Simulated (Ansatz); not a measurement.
# Ba2BrClF2: complex band structure, part 2 of 3

Wanted: the relaxed cell of Ba2BrClF2, its band edges and its decay constants. It is built by putting Cl for I in the Ba2IBrF2 structure of space group P4mm, with the volume rescaled by atomic radii. The parent structure comes from the Materials Project.

Ansatz 0.2.0; PBE DFT, plane waves, PAW files (the session's first sound run).

So far, gap on path (eV): step 3 (the bulk crystal and its band edges) 5.14.

The structure was built from a prototype and need not be the compound's stable phase.

**4. Decaying states in the gap, plane (100), k-mesh 6×4×6**

This step: PBE DFT, plane waves, PAW files; complex bands by layer matching along the plane's normal (Ansatz 0.2.0).

The same crystal is laid in a cell whose first two vectors span the (100) plane (indices of the standard conventional cell, whose axes can be ordered otherwise than in the bulk input). At fixed energy and wavevector in the plane the solver finds all kz, real and complex. A few wavevectors are listed, (0, 0) and (0.5, 0) in units of the plane's reciprocal vectors; the slowest state needn't be among them.

Input file input.yaml:

```yaml
crystal:
  lattice:
    - [4.48419611, 0.0, 0.0]
    - [0.0, 7.495552167, 0.0]
    - [0.0, 0.0, 4.48419611]
  atoms:
    - { symbol: Ba, position: [0.5, 0.8009777656, 0.5] }
    - { symbol: Ba, position: [0.0, 0.1941952603, 0.0] }
    - { symbol: Cl, position: [0.0, 0.6524974097, 0.0] }
    - { symbol: Br, position: [0.5, 0.3552069782, 0.5] }
    - { symbol: F, position: [0.0, 0.9985612931, 0.5] }
    - { symbol: F, position: [0.5, 0.9985612931, 0.0] }
kpoints:
  mp_grid: { grid: [6, 4, 6] }
scf:
  occupations: { method: fixed }
hamiltonian:
  xc: pbe
output:
  eigenvalues: true
  transmission:
    leads: [[0, 0]]
    kpoints: [[0.0, 0.0], [0.5, 0.0]]
    e_range: [-1.0, 6.14]
    de: 0.14
```

Run with:

```console
ansatz run input.yaml --threads 2 --pin off --max-ram 4096MiB --backend cpu --events-out ev --progress --plain --runs-dir out
```

Numbers of over 12 decimals in the logs are rounded to 6 here.

Output:

```text
[...]
Crystal: 6 atoms, lattice volume = 150.721 Å³
Basis set: ecut = 420 eV, 2969 PW (Γ)
Bands: 30, of which v1, the nominal top of the filled ones, is band 24 counted from 1 (23 counted from 0)
Symmetry: 8 space group operations
[...]
k-points: 30 of 144 (time reversal used)
[...]
SCF iter   1: F=—  HF=-17392.122874 eV  |F-HF|=—  |Δ(HF+E_count)|=         —  Δρ=7.62e-4  dr2=8.66e-4  ethr=1.77e-3  ⟨swp⟩=5.7  Hψ=3887  notcnv=0  defer=101
[...]
SCF iter   6: F=-17392.124509 eV  HF=-17392.124509 eV  |F-HF|=6.39e-8  |Δ(HF+E_count)|=   5.61e-7  Δρ=5.21e-6  dr2=4.94e-8  ethr=2.08e-10  ⟨swp⟩=11.6  Hψ=5133  notcnv=0
SCF 1 converged in 6 iterations: F = -17392.124509 eV  dr2 = 4.94e-8
[...]
transmission: 7 of 14 steps passed
transmission: 14 of 14 steps passed
SCF converged after 6 iterations
Free energy (F): -17392.124509 eV
[...]
Internal energy: -17392.124509 eV  (E = F + TS)
E sigma→0 (E₀):  -17392.124509 eV
Fermi energy:    4.312451 eV
[...]
--- Band table (eV; the first three rows and the last of 30) ---
  k-point 0: bands = [... 20 lower, 3.5968, 4.2929, 4.3125, 4.3125, 9.4508, 9.9351, 10.7445, 10.9489, ... 2 higher]
  k-point 1: bands = [... 20 lower, 3.5741, 4.0507, 4.2013, 4.2623, 9.8748, 10.4547, 10.7522, 11.1002, ... 2 higher]
  k-point 2: bands = [... 20 lower, 3.5622, 3.8537, 3.9602, 4.1674, 10.6617, 10.7178, 10.9732, 11.1190, ... 2 higher]
  k-point 29: bands = [... 20 lower, 3.7624, 3.8917, 4.0309, 4.0309, 11.5119, 11.5119, 11.5785, 11.6876, ... 2 higher]
--- Transmission ---
  basis      : 299 plane waves across, 7 finite elements along
  points     : 2, as listed
  energies   : 52 from -1.000000 to 6.140000 eV about the Fermi level, 0.140000 eV apart; the leads are filled to 2.569181 eV, and channels, transmission and decay are at 2.500000 eV
  crystal 0  : Ba2Cl1F2Br1, at the sites [0, 0], period 4.4842 Å: whole cells are its period
    offset         : up to 0.0000 Å between an atom of the period and one for which it stands
    channels       : 0.000000e0 a spin
    conductance    : none, the energies end too early or step too widely for 300 K: set another output.transmission.e_range or a lower de, or, where they end at an eighth of basis.ecutwfc, a higher one
    slowest decay  : 0.3783 /Å at (0.0000, 0.0000)
```

The job ended after 67 s (2 threads of Arm Neoverse V2, shared host; peak memory 0.98 GiB).

This step gave:

```yaml
level_to_which_the_leads_are_filled: 2.569 eV from the Fermi level
decay_constant_at_the_filling_level_zone_centre: 0.3783 Å⁻¹
decay_constant_at_the_filling_level_slowest_listed_point: 0.3783 Å⁻¹
```

K parallel (0, 0); values up to 1.5 1/Å, a degenerate pair printed once or twice; energies at which all values exceed this have no row. The Im kz of the slowest decaying states by energy, zero at the highest filled level on the SCF mesh:

| energy (eV) | decay 1 (Å⁻¹) | decay 2 (Å⁻¹) | decay 3 (Å⁻¹) | decay 4 (Å⁻¹) |
| --- | --- | --- | --- | --- |
| -1.000 | 0.414 | 0.463 | 0.706 | 0.708 |
| -0.440 | 0.336 | 0.481 | 0.487 | 0.744 |
| -0.020 | 0.396 | 0.482 | 0.630 | 0.740 |
| 0.540 | 0.262 | 0.419 | 0.560 | 0.578 |
| 0.960 | 0.319 | 0.504 | 0.553 | 0.594 |
| 1.520 | 0.359 | 0.541 | 0.563 | 0.617 |
| 1.940 | 0.373 | 0.527 | 0.587 | 0.623 |
| 2.500 | 0.378 | 0.499 | 0.602 | 0.619 |
| 3.060 | 0.370 | 0.460 | 0.604 | 0.604 |
| 3.480 | 0.355 | 0.421 | 0.586 | 0.598 |
| 4.040 | 0.320 | 0.357 | 0.551 | 0.580 |
| 4.460 | 0.271 | 0.302 | 0.516 | 0.559 |
| 5.020 | 0.119 | 0.224 | 0.454 | 0.505 |
| 5.440 | 0.128 | 0.389 | 0.442 | 0.478 |
| 6.000 | 0.232 | 0.335 | 0.398 | 0.481 |

K parallel (0.5, 0); values up to 1.5 1/Å, a degenerate pair printed once or twice; energies at which all values exceed this have no row. The Im kz of the slowest decaying states by energy, zero at the highest filled level on the SCF mesh:

| energy (eV) | decay 1 (Å⁻¹) | decay 2 (Å⁻¹) | decay 3 (Å⁻¹) | decay 4 (Å⁻¹) |
| --- | --- | --- | --- | --- |
| -1.00 | 0.0272 | 0.0468 | 0.291 | 0.313 |
| -0.58 | 0.133 | 0.159 | 0.430 | 0.452 |
| -0.30 | 0.0712 | 0.184 | 0.230 | 0.348 |
| -0.02 | 0.381 | 0.404 | 0.417 | 0.489 |
| 0.12 | 0.424 | 0.444 | 0.464 | 0.522 |
| 0.40 | 0.481 | 0.497 | 0.525 | 0.568 |
| 0.82 | 0.534 | 0.548 | 0.580 | 0.611 |
| 1.10 | 0.558 | 0.571 | 0.605 | 0.631 |
| 1.52 | 0.584 | 0.595 | 0.633 | 0.650 |
| 1.80 | 0.596 | 0.606 | 0.646 | 0.659 |
| 2.22 | 0.609 | 0.617 | 0.662 | 0.665 |
| 2.64 | 0.616 | 0.623 | 0.665 | 0.673 |
| 2.92 | 0.619 | 0.624 | 0.661 | 0.678 |
| 3.34 | 0.620 | 0.621 | 0.650 | 0.683 |
| 3.62 | 0.617 | 0.620 | 0.638 | 0.685 |
| 4.04 | 0.603 | 0.612 | 0.616 | 0.683 |
| 4.32 | 0.590 | 0.590 | 0.611 | 0.656 |
| 4.74 | 0.550 | 0.561 | 0.582 | 0.596 |
| 5.02 | 0.519 | 0.534 | 0.538 | 0.581 |
| 5.44 | 0.452 | 0.461 | 0.496 | 0.549 |
| 5.72 | 0.381 | 0.410 | 0.461 | 0.519 |
| 6.14 | 0.182 | 0.271 | 0.392 | 0.454 |

At the listed wavevectors the last open channel is at -0.02 eV and the next at +5.16 eV on the grid. At +2.50 eV, the grid energy nearest the filling level (the middle of the gap on the SCF mesh), the slowest state at the listed wavevectors decays with κ = 0.378 Å⁻¹, its amplitude falling by e over 2.6 Å. Through 1 nm of this crystal that state's transmission falls by exp(−2 × 0.378 Å⁻¹ × 10 Å) = 5.2e-4.

**5. Decaying states in the gap, plane (001), k-mesh 6×6×4**

The same for the (001) plane, at (0, 0) and (0.5, 0), to see how the decay depends on direction.

Input file input.yaml:

```yaml
crystal:
  lattice:
    - [4.48419611, 0.0, 0.0]
    - [0.0, 4.48419611, 0.0]
    - [0.0, 0.0, 7.495552167]
  atoms:
    - { symbol: Ba, position: [0.5, 0.5, 0.8009777656] }
    - { symbol: Ba, position: [0.0, 0.0, 0.1941952603] }
    - { symbol: Cl, position: [0.0, 0.0, 0.6524974097] }
    - { symbol: Br, position: [0.5, 0.5, 0.3552069782] }
    - { symbol: F, position: [0.5, 0.0, 0.9985612931] }
    - { symbol: F, position: [0.0, 0.5, 0.9985612931] }
kpoints:
  mp_grid: { grid: [6, 6, 4] }
scf:
  occupations: { method: fixed }
hamiltonian:
  xc: pbe
output:
  eigenvalues: true
  transmission:
    leads: [[0, 0]]
    kpoints: [[0.0, 0.0], [0.5, 0.0]]
    e_range: [-1.0, 6.14]
    de: 0.12
```

Output:

```text
[...]
Crystal: 6 atoms, lattice volume = 150.721 Å³
Basis set: ecut = 420 eV, 2969 PW (Γ)
Bands: 30, of which v1, the nominal top of the filled ones, is band 24 counted from 1 (23 counted from 0)
Symmetry: 8 space group operations
[...]
k-points: 30 of 144 (time reversal used)
[...]
SCF iter   1: F=—  HF=-17392.122897 eV  |F-HF|=—  |Δ(HF+E_count)|=         —  Δρ=7.61e-4  dr2=8.57e-4  ethr=1.77e-3  ⟨swp⟩=5.7  Hψ=3886  notcnv=0  defer=103
[...]
SCF iter   6: F=-17392.124509 eV  HF=-17392.124509 eV  |F-HF|=6.44e-8  |Δ(HF+E_count)|=   5.70e-7  Δρ=5.19e-6  dr2=4.80e-8  ethr=2.08e-10  ⟨swp⟩=11.6  Hψ=5087  notcnv=0
SCF 1 converged in 6 iterations: F = -17392.124509 eV  dr2 = 4.80e-8
[...]
transmission: 11 of 22 steps passed
transmission: 22 of 22 steps passed
SCF converged after 6 iterations
Free energy (F): -17392.124509 eV
[...]
Internal energy: -17392.124509 eV  (E = F + TS)
E sigma→0 (E₀):  -17392.124509 eV
Fermi energy:    4.312454 eV
[...]
--- Band table (eV; the first three rows and the last of 30) ---
  k-point 0: bands = [... 20 lower, 3.5968, 4.2929, 4.3125, 4.3125, 9.4508, 9.9351, 10.7445, 10.9489, ... 2 higher]
  k-point 1: bands = [... 20 lower, 3.6414, 4.0923, 4.2865, 4.2865, 9.6125, 10.3150, 10.6697, 11.0840, ... 2 higher]
  k-point 2: bands = [... 20 lower, 3.6893, 3.8491, 4.2566, 4.2566, 9.9371, 10.2398, 10.8531, 11.2874, ... 2 higher]
  k-point 29: bands = [... 20 lower, 3.7624, 3.8917, 4.0309, 4.0309, 11.5119, 11.5119, 11.5785, 11.6876, ... 2 higher]
--- Transmission ---
  basis      : 177 plane waves across, 11 finite elements along
  points     : 2, as listed
[...]
crystal 0  : Cl1Ba2F2Br1, at the sites [0, 0], period 7.4956 Å: whole cells are its period
[...]
channels       : 0.000000e0 a spin
[...]
slowest decay  : 0.3756 /Å at (0.0000, 0.0000)
```

Elapsed: 28 s, on 2 threads; peak memory 0.62 GiB.

Numbers from this step:

| Property | Result |
| --- | --- |
| decay constant at the filling level, zone centre | 0.3756 Å⁻¹ |
| decay constant at the filling level, slowest listed point | 0.3756 Å⁻¹ |

K parallel (0, 0); values up to 1.5 1/Å, a degenerate pair printed once or twice; energies at which all values exceed this have no row. Im kz of the slowest decaying states against energy, zero at the highest filled level on the SCF mesh:

| energy (eV) | decay 1 (Å⁻¹) | decay 2 (Å⁻¹) | decay 3 (Å⁻¹) | decay 4 (Å⁻¹) |
| --- | --- | --- | --- | --- |
| -1.00 | 0.371 | 0.417 | 0.838 | 0.934 |
| -0.64 | 0.119 | 0.477 | 0.840 | 0.931 |
| -0.28 | 0.291 | 0.502 | 0.832 | 0.923 |
| -0.04 | 0.512 | 0.817 | 0.914 | 1.07 |
| 0.08 | 0.131 | 0.305 | 0.516 | 0.806 |
| 0.44 | 0.253 | 0.524 | 0.686 | 0.892 |
| 0.80 | 0.308 | 0.526 | 0.745 | 0.872 |
| 1.16 | 0.341 | 0.525 | 0.784 | 0.848 |
| 1.52 | 0.361 | 0.522 | 0.811 | 0.820 |
| 1.88 | 0.372 | 0.515 | 0.789 | 0.832 |
| 2.24 | 0.376 | 0.506 | 0.755 | 0.847 |
| 2.60 | 0.376 | 0.495 | 0.717 | 0.859 |
| 2.84 | 0.372 | 0.486 | 0.688 | 0.864 |
| 3.20 | 0.364 | 0.471 | 0.641 | 0.871 |
| 3.56 | 0.350 | 0.453 | 0.588 | 0.839 |
| 3.92 | 0.332 | 0.433 | 0.525 | 0.803 |
| 4.28 | 0.307 | 0.409 | 0.448 | 0.763 |
| 4.64 | 0.274 | 0.349 | 0.381 | 0.720 |
| 5.00 | 0.188 | 0.228 | 0.348 | 0.672 |
| 5.36 | 0.156 | 0.309 | 0.620 | 0.806 |
| 5.72 | 0.0539 | 0.259 | 0.562 | 0.719 |
| 6.08 | 0.188 | 0.497 | 0.614 | 0.811 |

K parallel (0.5, 0); values up to 1.5 1/Å, a degenerate pair printed once or twice; energies at which all values exceed this have no row. Im kz of the slowest decaying states against energy, zero at the highest filled level on the SCF mesh:

| energy (eV) | decay 1 (Å⁻¹) | decay 2 (Å⁻¹) | decay 3 (Å⁻¹) | decay 4 (Å⁻¹) |
| --- | --- | --- | --- | --- |
| -1.00 | 0.0442 | 0.0801 | 0.486 | 0.513 |
| -0.64 | 0.270 | 0.278 | 0.314 | 0.364 |
| -0.28 | 0.187 | 0.428 | 0.518 | 0.555 |
| -0.04 | 0.478 | 0.489 | 0.533 | 0.621 |
| 0.08 | 0.511 | 0.516 | 0.565 | 0.645 |
| 0.44 | 0.563 | 0.563 | 0.633 | 0.699 |
| 0.80 | 0.563 | 0.587 | 0.615 | 0.676 |
| 1.16 | 0.531 | 0.600 | 0.675 | 0.707 |
| 1.52 | 0.519 | 0.606 | 0.700 | 0.729 |
| 1.88 | 0.510 | 0.606 | 0.712 | 0.746 |
| 2.24 | 0.499 | 0.590 | 0.615 | 0.715 |
| 2.60 | 0.488 | 0.557 | 0.633 | 0.712 |
| 2.84 | 0.480 | 0.542 | 0.633 | 0.707 |
| 3.20 | 0.465 | 0.522 | 0.626 | 0.694 |
| 3.56 | 0.449 | 0.501 | 0.612 | 0.677 |
| 3.92 | 0.431 | 0.479 | 0.592 | 0.654 |
| 4.28 | 0.409 | 0.455 | 0.565 | 0.625 |
| 4.64 | 0.385 | 0.428 | 0.530 | 0.589 |
| 5.00 | 0.357 | 0.398 | 0.487 | 0.545 |
| 5.36 | 0.324 | 0.362 | 0.430 | 0.487 |
| 5.72 | 0.284 | 0.317 | 0.352 | 0.407 |
| 6.08 | 0.198 | 0.220 | 0.271 | 0.273 |

At the listed wavevectors the last open channel is at -0.04 eV and the next at +5.24 eV on the grid. At +2.60 eV, the grid energy nearest the filling level (the middle of the gap on the SCF mesh), the slowest state at the listed wavevectors decays with κ = 0.376 Å⁻¹, its amplitude falling by e over 2.7 Å; the first such run, plane (100), gave 0.378 Å⁻¹.

**6. Band edges at another level**

This step: PBEsol DFT, plane waves, PAW files (Ansatz 0.2.0).

The edges again with PBEsol, at the same atoms.

Input file input.yaml:

```yaml
crystal:
  lattice:
    - [4.4841961101, 0.0, 0.0]
    - [0.0, 4.4841961101, 0.0]
    - [0.0, 0.0, 7.4955521672]
  atoms:
    - { symbol: Ba, position: [0.5, 0.5, 0.8009777656] }
    - { symbol: Ba, position: [0.0, 0.0, 0.1941952603] }
    - { symbol: Cl, position: [0.0, 0.0, 0.6524974097] }
    - { symbol: Br, position: [0.5, 0.5, 0.3552069782] }
    - { symbol: F, position: [0.5, 0.0, -0.0014387069] }
    - { symbol: F, position: [0.0, 0.5, -0.0014387069] }
kpoints:
  mp_grid: { grid: [6, 6, 4] }
  band_path: { path: [VBM, CBM], npoints: 30 }
scf:
  occupations: { method: fixed }
hamiltonian:
  xc: pbesol
output:
  eigenvalues: true
```

Output:

```text
[...]
Crystal: 6 atoms, lattice volume = 150.721 Å³
Basis set: ecut = 420 eV, 2969 PW (Γ)
Bands: 30, of which v1, the nominal top of the filled ones, is band 24 counted from 1 (23 counted from 0)
Symmetry: 8 space group operations
[...]
k-points: 30 of 144 (time reversal used)
[...]
SCF iter   1: F=—  HF=-17137.033987 eV  |F-HF|=—  |Δ(HF+E_count)|=         —  Δρ=8.06e-3  dr2=7.19e-2  ethr=1.77e-3  ⟨swp⟩=5.7  Hψ=3877  notcnv=0  defer=105
[...]
SCF iter   7: F=-17137.014148 eV  HF=-17137.014148 eV  |F-HF|=4.87e-9  |Δ(HF+E_count)|=   2.26e-7  Δρ=1.37e-6  dr2=3.29e-9  ethr=2.08e-10  ⟨swp⟩=12.7  Hψ=4761  notcnv=0
SCF 1 converged in 7 iterations: F = -17137.014148 eV  dr2 = 3.29e-9
[...]
SCF converged after 7 iterations
Free energy (F): -17137.014148 eV
[...]
Internal energy: -17137.014148 eV  (E = F + TS)
E sigma→0 (E₀):  -17137.014148 eV
Fermi energy:    4.201962 eV
[...]
--- Band table (eV; the first three rows and the last of 30) ---
  k-point 0: bands = [... 20 lower, 3.4759, 4.1800, 4.2020, 4.2020, 9.1966, 9.6035, 10.5266, 10.7259, ... 2 higher]
  k-point 1: bands = [... 20 lower, 3.5222, 3.9693, 4.1749, 4.1749, 9.3619, 9.9928, 10.4380, 10.8723, ... 2 higher]
  k-point 2: bands = [... 20 lower, 3.5721, 3.7138, 4.1437, 4.1437, 9.6981, 9.9926, 10.5473, 11.0320, ... 2 higher]
  k-point 29: bands = [... 20 lower, 3.6454, 3.7670, 3.9125, 3.9125, 11.3052, 11.3052, 11.3621, 11.4710, ... 2 higher]
```

It took 19 s on 2 threads; peak memory 0.4 GiB.

This step gave:

- free energy: -17137.0141 eV
- Fermi energy: 4.202 eV
- gap on the k-mesh: 4.995 eV
- gap on path: 4.995 eV, by band count; negative where bands overlap
- direct gap on path: 4.995 eV

Levels at VBM (eV): -2.70, -2.57, -2.54, -2.54, -2.00, -2.00, -1.10, -0.73, -0.73, -0.02, 0.00, 0.00, 4.99, 5.40, 6.32, 6.52, 6.80, 7.37.

The searched edges give 4.99 eV, as on the mesh.

For the gap on path, step 3 gave 5.14 eV; this run, with PBEsol, gives 4.99 eV.

[end of part 2 of 3]

[Logs are printed without paths, hosts, clocks, repeated set-up lines and the standing remarks that a program may print on its own settings, such as how far it seeks lower states.]

[Hosts, paths, dates, database ids (printed as entryN), source tags and the programs' standing remarks are cut or masked in the printed files.]
